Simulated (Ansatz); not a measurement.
**How Au(111) screens a field**

Where does the screening charge of Au(111) sit?

Method: plane-wave DFT, r2SCAN, Ansatz PAW, in the first sound run; inputs show where later runs differ, in Ansatz 0.2.0.

### Step 1. The starting structure

The cell holds 6 atoms: 6 Au. Cell: a = 2.885 Å, b = 2.885 Å, c = 29.778 Å, α = 90.0°, β = 90.0°, γ = 60.0°. Vacuum lies along c.

### Step 2. Atoms held, field 0

A sawtooth potential applies the field, turning back in the middle of the vacuum. With the dipole correction the typed value is the field outside the slab. The induced dipole is small, so the SCF threshold is tight.

input.yaml reads:

```yaml
crystal:
  lattice:
    - [2.8849956672, 0.0, 0.0]
    - [1.4424978336, 2.4984795376, 0.0]
    - [0.0, 0.0, 29.7779454915]
  atoms:
    - { symbol: Au, position: [0.3333333333, 0.3333333333, 0.3022371037] }
    - { symbol: Au, position: [0.6666666667, 0.6666666667, 0.3813422622] }
    - { symbol: Au, position: [0.0, 0.0, 0.4604474207] }
    - { symbol: Au, position: [0.3333333333, 0.3333333333, 0.5395525793] }
    - { symbol: Au, position: [0.6666666667, 0.6666666667, 0.6186577378] }
    - { symbol: Au, position: [0.0, 0.0, 0.6977628963] }
kpoints:
  mp_grid: { grid: [24, 24, 1] }
hamiltonian:
  xc: r2scan
scf:
  occupations: { method: fermi_dirac, width: 0.1 }
  convergence: { dr2_threshold: 1.0e-10 }
efield:
  axis: 3
  dipole_correction: true
  ramp_position: 0.97
  ramp_width: 0.06
  amplitude: 0
output:
  forces: true
  write_potential: true
  write_density: true
  volumetric_format: npy
```

Started as:

```
> ansatz run input.yaml --threads 8 --pin off --max-ram 12288MiB --backend cpu --events-out ev --progress --plain --runs-dir out
```

Numbers of over 12 decimals in the logs are rounded to 6 here.

What it wrote:

```text
Engine: ansatz 0.2.0, aarch64-unknown-linux-gnu
Pseudopotentials: kind: paw
Pseudopotential: Au, paw, valence charge 19, recommended cutoff 500 eV (meta_gga), Au.paw.azcp
Functional definition: r2SCAN
  parameter k0 = 0.174
  parameter k1 = 0.065
  parameter a1 = 4.9479
  exchange = r2scan_x(k0 = k0, k1 = k1, a1 = a1)
  correlation = r2scan_c
Crystal: 6 atoms, lattice volume = 214.642 Å³
Basis set: ecut = 500 eV, 5389 PW (Γ), exchange–correlation on 96×96×900 points (64 copies of the dense FFT grid, shifted against one another)
Bands: 69, of which v1, the nominal top of the filled ones, is band 57 counted from 1 (56 counted from 0)
Symmetry: 6 space group operations
k-points: 61 of 576 (time reversal used)
Non-local potential: Au, projectors of the file, l = 0: 3, l = 1: 2, l = 2: 2, l = 3: 1
PAW form: soft (Blöchl's): semilocal exchange-correlation on the pseudo side does not see the compensation charge
PAW frozen core: Au, regenerated for the run's functional (the file was generated under x = pbe(κ = 0.804, μ = 0.219515), c = pbe(β = 0.066725))
PAW one-centre angular grid: Au, 590 points (default); XC on 160 Gauss nodes
Initial density: superposition of atomic densities (neutral atoms: chi_scale 0, normalization atom), corrected by the library's trained network
Initial wavefunctions: pseudopotential atomic-orbital guess
Functional: x = r2scan, c = r2scan; τ floored in thin density (d = 2e-4 eV/Å³)
SCF iter   1: F=—  HF=-78980.320125 eV  |F-HF|=—  |Δ(HF+E_count)|=         —  Δρ=1.03e-2  dr2=8.42e-1  dr2_τ=2.25e-2  ethr=1.77e-3  p=0.000 e·Å  D=2.75e-13 V/Å  ΔV_dip=-0.00 eV  dr2_dipole=8.06e-9  V_vac-E_F(+/−)=4.91/4.91 eV  ⟨swp⟩=7.8  Hψ=17761  notcnv=0  defer=107
efield: sawtooth ramp at fractional position 0.9700 (set: `efield.ramp_position`, or a place that a band, a saddle search or an elastic batch's reference lends), width 0.0600; the density the first Hamiltonian is built on has a dipole p = 0.000 e·Å; the dipole correction subtracts the counter field D = 2.75e-13 V/Å, which shifts the + side's vacuum level by -0.00 eV against the − side's; the planar-averaged density in the ramp window peaks in size at 1.7e-5 e/Å³
preconditioner: auto → LDOS  [metal: Δε(μ)=0.012 eV  Ē_g=10.099 eV  σ=0.100 eV  W_gap=0.03  n_scr=22 (ndim 8)  ℏωp=20.6 eV  f_vac=0.493  D(μ)=1.96/eV (n_scr^D=12)  β→1.0]
SCF iter   2: F=—  HF=-78980.341541 eV  |F-HF|=—  |Δ(HF+E_count)|=   2.14e-2  Δρ=1.13e-2  dr2=2.54e-1  dr2_τ=3.31e-2  ethr=7.38e-4  p=0.000 e·Å  D=6.53e-7 V/Å  ΔV_dip=-0.00 eV  dr2_dipole=5.80e-10  V_vac-E_F(+/−)=5.10/5.10 eV  ⟨swp⟩=2.6  Hψ=7556  notcnv=0  defer=212
SCF iter   3: F=—  HF=-78980.265358 eV  |F-HF|=—  |Δ(HF+E_count)|=   7.62e-2  Δρ=7.63e-4  dr2=1.05e-2  dr2_τ=1.15e-3  ethr=2.22e-4  p=-0.000 e·Å  D=-1.51e-6 V/Å  ΔV_dip=0.00 eV  dr2_dipole=1.10e-9  V_vac-E_F(+/−)=5.13/5.13 eV  ⟨swp⟩=2.9  Hψ=8606  notcnv=0  defer=212
SCF iter   4: F=—  HF=-78980.265569 eV  |F-HF|=—  |Δ(HF+E_count)|=   2.11e-4  Δρ=3.20e-4  dr2=6.07e-4  dr2_τ=3.12e-5  ethr=9.19e-6  p=0.000 e·Å  D=5.85e-7 V/Å  ΔV_dip=-0.00 eV  dr2_dipole=1.47e-11  V_vac-E_F(+/−)=5.17/5.17 eV  ⟨swp⟩=2.1  Hψ=5741  notcnv=0  defer=212
SCF iter   5: F=—  HF=-78980.265516 eV  |F-HF|=—  |Δ(HF+E_count)|=   5.29e-5  Δρ=1.59e-4  dr2=5.38e-5  dr2_τ=5.34e-6  ethr=5.32e-7  p=-0.000 e·Å  D=-8.15e-9 V/Å  ΔV_dip=0.00 eV  dr2_dipole=2.15e-12  V_vac-E_F(+/−)=5.17/5.17 eV  ⟨swp⟩=2.2  Hψ=6197  notcnv=0  defer=212
SCF iter   6: F=—  HF=-78980.265529 eV  |F-HF|=—  |Δ(HF+E_count)|=   1.28e-5  Δρ=3.19e-5  dr2=2.27e-6  dr2_τ=3.26e-7  ethr=4.72e-8  p=-0.000 e·Å  D=-7.07e-8 V/Å  ΔV_dip=0.00 eV  dr2_dipole=2.49e-13  V_vac-E_F(+/−)=5.17/5.17 eV  ⟨swp⟩=2.9  Hψ=7565  notcnv=0  defer=212
SCF iter   7: F=—  HF=-78980.265201 eV  |F-HF|=—  |Δ(HF+E_count)|=   3.28e-4  Δρ=1.06e-5  dr2=2.70e-7  dr2_τ=2.73e-8  ethr=1.99e-9  p=-0.000 e·Å  D=-8.60e-9 V/Å  ΔV_dip=0.00 eV  dr2_dipole=3.56e-15  V_vac-E_F(+/−)=5.17/5.17 eV  ⟨swp⟩=2.5  Hψ=7532  notcnv=0  defer=212
SCF iter   8: F=—  HF=-78980.265201 eV  |F-HF|=—  |Δ(HF+E_count)|=   8.52e-8  Δρ=4.27e-6  dr2=2.64e-8  dr2_τ=2.22e-9  ethr=2.37e-10  p=-0.000 e·Å  D=-1.05e-8 V/Å  ΔV_dip=0.00 eV  dr2_dipole=1.82e-13  V_vac-E_F(+/−)=5.17/5.17 eV  ⟨swp⟩=2.2  Hψ=6300  notcnv=0  defer=212
SCF iter   9: F=—  HF=-78980.265201 eV  |F-HF|=—  |Δ(HF+E_count)|=   5.17e-8  Δρ=1.00e-6  dr2=6.37e-9  dr2_τ=2.37e-10  ethr=2.31e-11  p=-0.000 e·Å  D=-8.10e-9 V/Å  ΔV_dip=0.00 eV  dr2_dipole=7.92e-14  V_vac-E_F(+/−)=5.17/5.17 eV  ⟨swp⟩=3.0  Hψ=7544  notcnv=0  defer=212
SCF iter  10: F=—  HF=-78980.265201 eV  |F-HF|=—  |Δ(HF+E_count)|=  6.98e-10  Δρ=2.62e-7  dr2=2.63e-10  dr2_τ=1.11e-11  ethr=5.59e-12  p=-0.000 e·Å  D=-3.51e-10 V/Å  ΔV_dip=0.00 eV  dr2_dipole=2.05e-14  V_vac-E_F(+/−)=5.17/5.17 eV  ⟨swp⟩=2.2  Hψ=5955  notcnv=0  defer=212
iter 11 met the thresholds in force, and the SCF goes on: an eigenvalue changes by 4.90 meV, over its tolerance of 1.01 meV (output.eigenvalues, Limitations)
SCF iter  11: F=-78980.265201 eV  HF=-78980.265201 eV  |F-HF|=2.76e-10  |Δ(HF+E_count)|=  4.37e-10  Δρ=7.70e-8  dr2=1.50e-11  dr2_τ=2.24e-12  ethr=1.00e-12  p=-0.000 e·Å  D=-5.43e-10 V/Å  ΔV_dip=0.00 eV  dr2_dipole=2.48e-17  V_vac-E_F(+/−)=5.17/5.17 eV  ⟨swp⟩=19.0  Hψ=30105  notcnv=0
iter 12 met the thresholds in force, and the SCF goes on: an eigenvalue changes by 3.15 meV, over its tolerance of 1.00 meV (output.eigenvalues, Limitations)
SCF iter  12: F=-78980.265201 eV  HF=-78980.265201 eV  |F-HF|=5.82e-11  |Δ(HF+E_count)|=  2.91e-11  Δρ=3.11e-8  dr2=1.49e-12  dr2_τ=1.42e-13  ethr=1.00e-12  p=-0.000 e·Å  D=-7.39e-10 V/Å  ΔV_dip=0.00 eV  dr2_dipole=2.18e-18  V_vac-E_F(+/−)=5.17/5.17 eV  ⟨swp⟩=7.7  Hψ=21401  notcnv=0
Mixer restart at iter 12: flushing history
SCF iter  13: F=-78980.265201 eV  HF=-78980.265201 eV  |F-HF|=2.47e-10  |Δ(HF+E_count)|=  1.60e-10  Δρ=3.72e-8  dr2=2.07e-11  dr2_τ=3.96e-13  ethr=1.00e-12  p=-0.000 e·Å  D=-2.66e-9 V/Å  ΔV_dip=0.00 eV  dr2_dipole=1.99e-13  V_vac-E_F(+/−)=5.17/5.17 eV  ⟨swp⟩=8.9  Hψ=23130  notcnv=0
SCF 1 converged in 13 iterations: F = -78980.265201 eV  dr2 = 2.07e-11
  greatest PAW one-centre occupation: 1.003 electrons in one spin orbital (limit 2), on the Au atom at site 5 (counted from 0), in its partial waves of l = 0
WARN: The output density's exchange-correlation potential varies sharply where the density is thin. Do not read a vacuum level from v_tot or v_xc, or from such a field of the output density. On a cell that repeats whose density bears no net charge and no dipole along the vacuum's axis use v_es (v_loc + v_h of the components); under efield.dipole_correction with no amplitude use v_es + v_field, which holds any externa [...]
SCF converged after 13 iterations
an eigenvalue changed by more than its tolerance at an iteration that met the thresholds in force, so the SCF went on 2 times, its first undamped step at iteration 12: the last check found none over its tolerance
Free energy (F): -78980.265201 eV
Harris-Foulkes:  -78980.265201 eV  (|F-HF|=2.47e-10)
Internal energy: -78980.205955 eV  (E = F + TS)
E sigma→0 (E₀):  -78980.235578 eV
Entropy (-TS):   -0.059246 eV (-9.874 meV/atom)
Fermi energy:    7.023440 eV
Dipole field:    D = 0.000001 V/Å  (p = 0.000001 e·Å, saw-weighted, corrected)
Work function:   Φ+ = 5.1697 eV   Φ− = 5.1697 eV
Levels:          The Fermi level and band energies are counted from a zero that moves with the ramp; work functions are not
--- Per-component energies (eV) ---
  E_band       = -2874.338278
  E_kinetic    = 3633.455155
  E_local      = -237792.424242  (includes V_loc(G=0)·N_el)
  E_nonlocal   = 455.857929
  E_hartree    = 117397.801632
  E_xc         = -1307.561556
  E_vxc        = -1839.601952  (∫ρ·V_xc dr)
  E_paw        = -58388.135477  (= ΣΔE_a)
  E_vpaw       = -2253.177070  (= ΣTr[D̂ρ^β])
  E_aug_tail   = 0.004165  (compensation charges beyond the density's cutoff)
  E_vtau       = 125.945585  (kinetic-family band-sum trace: ∫τ·v_τ [+ j·A + Jᵃ·Aᵃ] dr)
  E_efield     = 0.000000  (sawtooth field / dipole correction)
  E_vefield    = 0.000000  (∫n·V_field dr)
  E_ewald      = 97021.854381
  E_core_change = -1.057942  (= ΣΔE_core)
  E_smearing   = -0.059246  (= −TS)
  E_closure    = -0.000000  (closes the sum)
  Σ components = -78980.265201   (vs F -78980.265201, Δ=0.00e0)
--- Forces (eV/Å), atoms counted from 1 ---
  atom   1  Au     0.00000000     0.00000000    -0.31112763
  atom   2  Au    -0.00000000    -0.00000000     0.11581219
  atom   3  Au     0.00000000    -0.00000000    -0.01319012
  atom   4  Au    -0.00000000     0.00000000     0.01319014
  atom   5  Au     0.00000000     0.00000000    -0.11581198
  atom   6  Au     0.00000000     0.00000000     0.31112742
  max |Σ_I F_I| component: 2.58e-8 eV/Å
--- Band table (eV; the first three rows and the last of 61) ---
  k-point 0: bands = [... 53 lower, 4.2794, 4.2794, 4.6737, 4.6737, 4.8388, 4.8388, 6.2869, 7.0740, ... 8 higher]
  k-point 1: bands = [... 53 lower, 4.2801, 4.4679, 4.5964, 4.6748, 4.8416, 4.8682, 6.4259, 7.2584, ... 8 higher]
  k-point 2: bands = [... 53 lower, 4.2813, 4.3350, 4.4980, 4.6779, 4.8495, 5.1769, 6.7621, 7.7255, ... 8 higher]
  k-point 60: bands = [... 53 lower, 4.7522, 9.8484, 9.8913, 9.8913, 10.3560, 10.5677, 10.5677, 12.0074, ... 8 higher]
```

Elapsed: 72 s, on 8 threads of Arm Neoverse N1, shared host; peak memory 1.8 GiB; 9.4 min of CPU time.

In the SCF lines HF is the Harris–Foulkes energy and dr2 the Hartree energy of the density residual, in eV; the loop may stop once dr2 is under the threshold and the program's other checks hold. Hψ counts applications of the Hamiltonian.

Numbers from this step:

* energy at zero smearing: -78980.2356 eV
* work function, upper face: 5.170 eV
* dipole along the normal: 6.84e-7 e·Å

Running mean over 2.356 Å of the planar mean; the ramp of the sawtooth is left out. Electron's electrostatic potential energy less the Fermi level against z:

```
z (Å)  electron's electrostatic potential energy less the Fermi level (eV)
  3.5                                                                 5.17
  4.0                                                                 5.17
  4.5                                                                 5.17
  5.0                                                                 5.17
  5.5                                                                 5.16
  6.0                                                                 5.11
  6.5                                                                 4.93
  7.0                                                                 4.15
  7.5                                                                 1.22
  8.0                                                                -3.25
  8.5                                                                -6.82
  9.0                                                                -8.04
  9.5                                                                -8.32
 10.0                                                                -8.44
 10.5                                                                -8.51
 11.0                                                                -8.58
 11.5                                                                -8.61
 12.0                                                                -8.61
 12.5                                                                -8.61
 13.0                                                                -8.61
 13.5                                                                -8.62
 14.0                                                                -8.62
 14.5                                                                -8.62
 15.0                                                                -8.62
 15.5                                                                -8.62
 16.0                                                                -8.62
 16.5                                                                -8.62
 17.0                                                                -8.61
 17.5                                                                -8.61
 18.0                                                                -8.61
 18.5                                                                -8.60
 19.0                                                                -8.55
 19.5                                                                -8.48
 20.0                                                                -8.39
 20.5                                                                -8.23
 21.0                                                                -7.72
 21.5                                                                -5.50
 22.0                                                                -1.23
 22.5                                                                 2.85
 23.0                                                                 4.64
 23.5                                                                 5.04
 24.0                                                                 5.14
 24.5                                                                 5.16
 25.0                                                                 5.17
 25.5                                                                 5.17
 26.0                                                                 5.17
 26.5                                                                 5.17
```

Force by atom:

```
atom  x (eV/Å)  y (eV/Å)  z (eV/Å)   size
 Au1     0.000     0.000    -0.311  0.311
 Au2     0.000     0.000     0.116  0.116
 Au3     0.000     0.000    -0.013  0.013
 Au4     0.000     0.000     0.013  0.013
 Au5     0.000     0.000    -0.116  0.116
 Au6     0.000     0.000     0.311  0.311
```

The work function of the upper face is 5.17 eV.

### Step 3. Atoms held, field 0.05 V/Å

Changes to input.yaml since step 2:

```diff
@@ -24,3 +24,3 @@
   ramp_width: 0.06
-  amplitude: 0
+  amplitude: 0.05
 output:
```

What it wrote:

```text
[...]
Crystal: 6 atoms, lattice volume = 214.642 Å³
Basis set: ecut = 500 eV, 5389 PW (Γ), exchange–correlation on 96×96×900 points (64 copies of the dense FFT grid, shifted against one another)
Bands: 69, of which v1, the nominal top of the filled ones, is band 57 counted from 1 (56 counted from 0)
Symmetry: 6 space group operations
k-points: 61 of 576 (time reversal used)
[...]
k-point 0: bands = [... 53 lower, 4.2793, 4.2793, 4.6736, 4.6736, 4.8387, 4.8387, 6.2866, 7.0740, ... 8 higher]
  k-point 1: bands = [... 53 lower, 4.2800, 4.4678, 4.5963, 4.6747, 4.8415, 4.8681, 6.4257, 7.2584, ... 8 higher]
  k-point 2: bands = [... 53 lower, 4.2812, 4.3348, 4.4979, 4.6778, 4.8494, 5.1768, 6.7619, 7.7254, ... 8 higher]
  k-point 60: bands = [... 53 lower, 4.7521, 9.8483, 9.8911, 9.8914, 10.3559, 10.5661, 10.5691, 12.0071, ... 8 higher]
[key lines of the parts left out:]
SCF converged after 13 iterations
Free energy (F): -78980.265939 eV
Fermi energy:    7.023336 eV
Dipole field:    D = 0.024885 V/Å  (p = 0.029518 e·Å, saw-weighted, corrected)
```

Run time: 72 s. Hardware: 8 threads; peak memory 1.8 GiB.

The dipole is 0.0295 e·Å.

### Step 4. Single point, field -0.05 V/Å

Changes to input.yaml since step 3:

```diff
@@ -24,3 +24,3 @@
   ramp_width: 0.06
-  amplitude: 0.05
+  amplitude: -0.05
 output:
```

What it wrote:

```text
[...]
Crystal: 6 atoms, lattice volume = 214.642 Å³
Basis set: ecut = 500 eV, 5389 PW (Γ), exchange–correlation on 96×96×900 points (64 copies of the dense FFT grid, shifted against one another)
Bands: 69, of which v1, the nominal top of the filled ones, is band 57 counted from 1 (56 counted from 0)
Symmetry: 6 space group operations
k-points: 61 of 576 (time reversal used)
[...]
k-point 0: bands = [... 53 lower, 4.2793, 4.2793, 4.6736, 4.6736, 4.8387, 4.8387, 6.2866, 7.0740, ... 8 higher]
  k-point 1: bands = [... 53 lower, 4.2800, 4.4678, 4.5963, 4.6747, 4.8415, 4.8681, 6.4257, 7.2584, ... 8 higher]
  k-point 2: bands = [... 53 lower, 4.2812, 4.3348, 4.4979, 4.6778, 4.8494, 5.1768, 6.7619, 7.7254, ... 8 higher]
  k-point 60: bands = [... 53 lower, 4.7521, 9.8483, 9.8911, 9.8914, 10.3559, 10.5661, 10.5691, 12.0071, ... 8 higher]
[key lines of the parts left out:]
SCF converged after 13 iterations
Free energy (F): -78980.265939 eV
Fermi energy:    7.023336 eV
Dipole field:    D = -0.024885 V/Å  (p = -0.029519 e·Å, saw-weighted, corrected)
```

Elapsed: 72 s, on 8 threads; peak memory 1.8 GiB; 9.5 min of CPU time.

The dipole is -0.0295 e·Å.

### Step 5. Single point, field 0.1 V/Å

Changes to input.yaml since step 4:

```diff
@@ -24,3 +24,3 @@
   ramp_width: 0.06
-  amplitude: -0.05
+  amplitude: 0.1
 output:
```

What it wrote:

```text
[...]
Crystal: 6 atoms, lattice volume = 214.642 Å³
Basis set: ecut = 500 eV, 5389 PW (Γ), exchange–correlation on 96×96×900 points (64 copies of the dense FFT grid, shifted against one another)
Bands: 69, of which v1, the nominal top of the filled ones, is band 57 counted from 1 (56 counted from 0)
Symmetry: 6 space group operations
k-points: 61 of 576 (time reversal used)
[...]
k-point 0: bands = [... 53 lower, 4.2790, 4.2790, 4.6733, 4.6733, 4.8384, 4.8384, 6.2860, 7.0740, ... 8 higher]
  k-point 1: bands = [... 53 lower, 4.2797, 4.4675, 4.5960, 4.6744, 4.8412, 4.8678, 6.4251, 7.2583, ... 8 higher]
  k-point 2: bands = [... 53 lower, 4.2809, 4.3345, 4.4976, 4.6775, 4.8491, 5.1765, 6.7614, 7.7252, ... 8 higher]
  k-point 60: bands = [... 53 lower, 4.7518, 9.8480, 9.8906, 9.8913, 10.3556, 10.5643, 10.5704, 12.0066, ... 8 higher]
[key lines of the parts left out:]
SCF converged after 18 iterations
Free energy (F): -78980.268152 eV
Fermi energy:    7.023025 eV
Dipole field:    D = 0.049758 V/Å  (p = 0.059022 e·Å, saw-weighted, corrected)
```

Run time: 2.5 min. Hardware: 8 threads; peak memory 3 GiB; 20 min of CPU time.

The dipole is 0.0590 e·Å.

### Step 6. Single point, field -0.1 V/Å

Changes to input.yaml since step 5:

```diff
@@ -24,3 +24,3 @@
   ramp_width: 0.06
-  amplitude: 0.1
+  amplitude: -0.1
 output:
```

What it wrote:

```text
[...]
Crystal: 6 atoms, lattice volume = 214.642 Å³
Basis set: ecut = 500 eV, 5389 PW (Γ), exchange–correlation on 96×96×900 points (64 copies of the dense FFT grid, shifted against one another)
Bands: 69, of which v1, the nominal top of the filled ones, is band 57 counted from 1 (56 counted from 0)
Symmetry: 6 space group operations
k-points: 61 of 576 (time reversal used)
[...]
k-point 0: bands = [... 53 lower, 4.2790, 4.2790, 4.6733, 4.6733, 4.8384, 4.8384, 6.2860, 7.0740, ... 8 higher]
  k-point 1: bands = [... 53 lower, 4.2797, 4.4675, 4.5960, 4.6744, 4.8412, 4.8678, 6.4251, 7.2583, ... 8 higher]
  k-point 2: bands = [... 53 lower, 4.2809, 4.3345, 4.4976, 4.6775, 4.8491, 5.1765, 6.7614, 7.7252, ... 8 higher]
  k-point 60: bands = [... 53 lower, 4.7518, 9.8480, 9.8906, 9.8913, 10.3556, 10.5643, 10.5704, 12.0066, ... 8 higher]
[key lines of the parts left out:]
SCF converged after 16 iterations
Free energy (F): -78980.268152 eV
Fermi energy:    7.023025 eV
Dipole field:    D = -0.049756 V/Å  (p = -0.059020 e·Å, saw-weighted, corrected)
```

Run time: 79 s. Hardware: 8 threads; peak memory 1.8 GiB.

The dipole is -0.0590 e·Å.

(Part 1 of 2 ends here.)

[Logs are printed without paths, hosts, clocks, repeated set-up lines and the standing remarks that a program may print on its own settings, such as how far it seeks lower states.]

[Hosts, paths, dates, database ids (printed as entryN), source tags and the programs' standing remarks are cut or masked in the printed files.]

[Maps of the electrostatic potential energy from Ansatz leave out the sawtooth potential of an applied field or a dipole correction, so their vacuum need not be flat; planar profiles and work functions include it.]
